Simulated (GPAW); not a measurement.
## K2Pt (Fm-3m): G0W0 on several meshes in GPAW

How does the mesh move the gap of K2Pt (Fm-3m)?

Method: LDA and many-body steps on it, plane waves, in GPAW 26.7.0.

Report form: the programs' logs are mostly left out.

### 1. The starting structure

Symmetry: Fm-3m, No. 225, cubic system. The conventional cell has a = 7.563 Å, b = 7.563 Å, c = 7.563 Å, α = 90.00°, β = 90.00°, γ = 90.00°. Nearest to K lie 4 Pt at 3.27 Å. Nearest to Pt lie 8 K at 3.27 Å. Farther neighbours are not listed.

As a file:

```cif
data_structure
_symmetry_space_group_name_H-M 'P 1'
_symmetry_Int_Tables_number 1
_cell_length_a 5.3478
_cell_length_b 5.3478
_cell_length_c 5.3478
_cell_angle_alpha 60.000
_cell_angle_beta 60.000
_cell_angle_gamma 60.000
_cell_volume 108.15
loop_
_atom_site_label
_atom_site_type_symbol
_atom_site_fract_x
_atom_site_fract_y
_atom_site_fract_z
_atom_site_occupancy
K1 K 0.75000 0.75000 0.75000 1
K2 K 0.25000 0.25000 0.25000 1
Pt3 Pt 0.00000 0.00000 0.00000 1
```

The cell and positions are those that the Materials Project relaxed with its own functionals (PBE, PBE+U or r2SCAN), kept fixed. Spin-orbit coupling is left out unless a step names it.

### 2. Empty states on the mesh, 2×2×2 mesh, 373 bands

This step: GPAW 26.7.0; DFT, LDA, plane waves, PAW.

The sums over transitions need many empty states on a uniform mesh; this step solves for them.

run.py reads:

```python
import json
import numpy as np
from gpaw.mpi import world
from gpaw import GPAW

calc = GPAW('gs.gpw').fixed_density(kpts={'size': (2, 2, 2), 'gamma': True},
    parallel={'domain': 1, 'band': 1},
    txt='nscf.txt')
calc.diagonalize_full_hamiltonian(nbands=373)
calc.write('full.gpw', mode='all')
res = {}
kpts = calc.get_ibz_k_points()
res['kpts'] = kpts
res['eigenvalues'] = [calc.get_eigenvalues(kpt=k) for k in range(len(kpts))]
res['n_electrons'] = calc.get_number_of_electrons()

if world.rank == 0:
    with open('result.json', 'w') as f:
        json.dump(res, f, default=lambda x: x.tolist())
```

Run with:

```
$ mpirun -n 3 gpaw python run.py
```

It took 8.2 s on 3 MPI ranks of AMD EPYC 9R45, shared host; peak memory 1.6 GiB; 24 s of CPU time.

This step gave:

```
gap                                                           : 1.314 eV
k of the valence top                                          : 0.5, 0.5, 0
k of the conduction bottom                                    : 0.5, 0.5, 0.5
least direct gap                                              : 1.384 eV
k points computed                                             : 3
lowest point of the top converged band, above the valence top : 121.8610 eV
```

On this mesh the gap is 1.314 eV.

### 3. 2×2×2

Now the one-shot GW correction: screening in the RPA, then the self-energy of the levels asked for.

This step: G0W0 on LDA, plane waves, PAW.

run.py reads:

```python
import json
import numpy as np
from gpaw.mpi import world
from gpaw.response.g0w0 import G0W0

gw = G0W0('full.gpw',
    filename='gw',
    kpts=[0, 1, 2],
    bands=(15, 19),
    ecut=39,
    nbands=59,
    integrate_gamma='WS',
    ppa=True)
gw.calculate()
res = {mode: {k: v for k, v in r.items() if k != 'sigma_eskwn'}
       for mode, r in gw.all_results.items()}

if world.rank == 0:
    with open('result.json', 'w') as f:
        json.dump(res, f, default=lambda x: x.tolist())
```

Run with:

```
$ mpirun -n 4 gpaw python run.py
```

The job ended after 4.2 s (4 MPI ranks; peak memory 1.2 GiB).

Numbers from this step:

| Item | Value |
| --- | --- |
| G0W0 gap on the points computed | 2.239 eV |
| least direct G0W0 gap on the computed points | 2.314 eV |
| Z at the valence top | 0.7568 |
| Z at the conduction bottom | 0.8126 |
| starting gap on the mesh | 1.314 eV |
| k of the valence top | 0.5, 0.5, 0 |
| k of the conduction bottom | 0.5, 0.5, 0.5 |

The gap on the mesh goes from 1.31 eV to 2.24 eV, a correction of +0.93 eV.

### 4. Empty states on the mesh, 4×4×4 mesh, 69 bands

This step: DFT, LDA, plane waves, PAW.

run.py reads:

```python
import json
import numpy as np
from gpaw.mpi import world
from gpaw import GPAW

calc = GPAW('gs.gpw').fixed_density(kpts={'size': (4, 4, 4), 'gamma': True},
    nbands=80,
    convergence={'bands': 69},
    txt='nscf.txt')
calc.write('full.gpw', mode='all')
res = {}
kpts = calc.get_ibz_k_points()
res['kpts'] = kpts
res['eigenvalues'] = [calc.get_eigenvalues(kpt=k) for k in range(len(kpts))]
res['n_electrons'] = calc.get_number_of_electrons()

if world.rank == 0:
    with open('result.json', 'w') as f:
        json.dump(res, f, default=lambda x: x.tolist())
```

Run with:

```
$ mpirun -n 4 gpaw python run.py
```

Elapsed: 6.4 s, on 4 MPI ranks; peak memory 0.81 GiB; 25 s of CPU time.

Numbers from this step:

```yaml
gap: 1.314 eV
k_of_the_valence_top: 0.5, 0.5, 0
k_of_the_conduction_bottom: 0.5, 0.5, 0.5
least_direct_gap: 1.384 eV
k_points_computed: 8
lowest_point_of_the_top_converged_band_above_the_valence_top: 29.67 eV
```

On this mesh the gap is 1.314 eV.

### 5. 4×4×4

This step: G0W0 on LDA, plane waves, PAW.

run.py reads:

```python
import json
import numpy as np
from gpaw.mpi import world
from gpaw.response.g0w0 import G0W0

gw = G0W0('full.gpw',
    filename='gw',
    kpts=[0, 5, 7],
    bands=(15, 19),
    ecut=39,
    nbands=59,
    integrate_gamma='WS',
    ppa=True)
gw.calculate()
res = {mode: {k: v for k, v in r.items() if k != 'sigma_eskwn'}
       for mode, r in gw.all_results.items()}

if world.rank == 0:
    with open('result.json', 'w') as f:
        json.dump(res, f, default=lambda x: x.tolist())
```

Run with:

```
$ mpirun -n 4 gpaw python run.py
```

The job ended after 14 s (4 MPI ranks; peak memory 1.2 GiB; 55 s of CPU time).

This step gave:

```yaml
g0w0_gap_on_the_points_computed: 1.975 eV
least_direct_g0w0_gap_on_the_computed_points: 2.043 eV
z_at_the_valence_top: 0.7412
z_at_the_conduction_bottom: 0.8174
starting_gap_on_the_mesh: 1.314 eV
k_of_the_valence_top: 0.5, 0.5, 0
k_of_the_conduction_bottom: 0.5, 0.5, 0.5
```

Against G0W0 in GPAW (2×2×2 mesh, 59 bands, screening to 39 eV, Godby-Needs plasmon pole), the gap moves by −0.264 eV.

### 6. The runs together

Times are wall times on 4 MPI ranks of AMD EPYC 9R45, shared host, good to a factor of about two.

| run | mesh | bands | screening cutoff (eV) | DFT gap (eV) | gap on the mesh (eV) | direct (eV) | time |
| --- | --- | --- | --- | --- | --- | --- | --- |
| 2×2×2 | 2×2×2 | 59 | 39 | 1.314 | 2.239 | 2.314 | 4.2 s |
| 4×4×4 | 4×4×4 | 59 | 39 | 1.314 | 1.975 | 2.043 | 14 s |

### 7. Outcome

| Quantity | Value |
| --- | --- |
| 2×2×2 | 2.239 eV |
| 4×4×4 | 1.975 eV |
| known limits | not at the basis limit; no spin polarisation; d states lean on the start; no spin-orbit coupling; coarse k mesh |

4×4×4: −0.264 eV against 2×2×2. Bands and cutoff are finite, so the gap is not at the basis limit. The miss can reach some tenths of an eV and take either sign; the mesh is an error of its own. These stock PAW sets were not made for GW. The 2×2×2 mesh is coarse for this cell, which bears on the long-range parts of exchange and screening. Mesh or cutoff lie under what a gap needs, so these runs test behaviour and cost; their gaps are not to be quoted. The runs have no spin polarisation. For a closed low-spin shell that is the natural state; where a d or f shell is open it is a constraint, and the gap is then not the crystal's own. With d states at the gap, one-shot GW leans hard on its start. The many-body steps are scalar-relativistic: spin-orbit coupling is not in them.

[Paths, hosts, dates, memory and timing lines, banners, echoed tables and standing remarks are left out of the program output.]

[Logs are printed without paths, hosts, clocks, repeated set-up lines and the standing remarks that a program may print on its own settings, such as how far it seeks lower states.]

[Runs of the session that timed out or met a known fault of the program may be left out.]

[Hosts, paths, dates, database ids (printed as entryN), source tags and the programs' standing remarks are cut or masked in the printed files.]
